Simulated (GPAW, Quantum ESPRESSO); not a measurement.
The C K edge of atom 2 in HfC (Fm-3m), with 6 Hf at 2.32 Å (octahedral, site symmetry m-3m), was computed in 2 ways: excited-electron core hole (neutral cell) and no core hole. Program and functional: Quantum ESPRESSO XSpectra, PBE, without spin-orbit coupling, Lorentzian half width 0.3 eV up to 4 eV, rising linearly to 2.5 eV at 25 eV; cells of 2 and 12 atoms (the run without a hole in the smaller).

Each run is counted from its own lowest empty level or Fermi level and scaled to a mean of 1 over its first 20 eV.

```
E (eV)  run 1  run 2
 -2.00   0.04   0.04
 -1.25   0.06   0.06
 -0.50   0.13   0.13
  0.25   0.46   0.48
  1.00   0.66   0.54
  1.75   0.80   0.55
  2.50   0.97   0.72
  3.25   1.12   0.78
  4.00   1.28   0.86
  4.75   1.55   0.92
  5.50   1.35   1.19
  6.25   1.11   1.09
  7.00   1.15   0.90
  7.75   1.29   0.95
  8.50   1.41   1.07
  9.25   1.54   1.15
 10.00   1.75   1.27
 10.75   1.67   1.51
 11.50   1.45   1.70
 12.25   1.23   1.74
 13.00   1.02   1.69
 13.75   0.84   1.49
 14.50   0.71   1.24
 15.25   0.63   1.03
 16.00   0.58   0.90
 16.75   0.52   0.80
 17.50   0.45   0.68
 18.25   0.42   0.58
 19.00   0.42   0.53
 19.75   0.44   0.51
 20.50   0.46   0.51
 21.25   0.49   0.52
 22.00   0.53   0.53
 22.75   0.58   0.55
 23.50   0.64   0.60
 24.25   0.70   0.65
 25.00   0.76   0.70
 25.75   0.82   0.77
 26.50   0.87   0.85
 27.25   0.88   0.93
 28.00   0.85   0.99
 28.75   0.79   1.01
 29.50   0.71   0.98
 30.25   0.63   0.91
 31.00   0.57   0.83
 31.75   0.52   0.75
```

The database entry behind the starting cell differs from later determinations by our own check (about 0.2 % long), so it need not match the best structure at ambient conditions.

**Question.** Which run is which?

Run 1: excited-electron core hole (neutral cell) (area from −2 to 6 eV 6.5, main maxima 5.0 eV (1.56) and 10.2 eV (1.76)). Run 2: no core hole (area from −2 to 6 eV 4.8, main maxima 1.3 eV (0.62), 2.4 eV (0.74), 4.2 eV (0.90), 5.6 eV (1.20) and 12.4 eV (1.74)). With each curve scaled to its own mean, the area from −2 to 6 eV with the hole is 6.5 against 4.8, and the centre of weight from −1 to 20 eV moves by -1.3 eV: the hole pulls the absorber's empty states down.

[Banner, clock and machine lines of the logs are left out without a mark of their own.]

[Logs are printed without paths, hosts, clocks, repeated set-up lines and the standing remarks that a program may print on its own settings, such as how far it seeks lower states.]

[Hosts, paths, dates, database ids (printed as entryN), source tags and the programs' standing remarks are cut or masked in the printed files.]

[Lists of maxima count a maximum above −3 eV only where it reaches 4 % of the highest in the window and stands out from its surroundings by 2 % of it (1.5 % where it reaches 55 %); shoulders and weaker maxima are passed over, and of the rest the first, up to two pre-edge ones and the few strongest are named.]
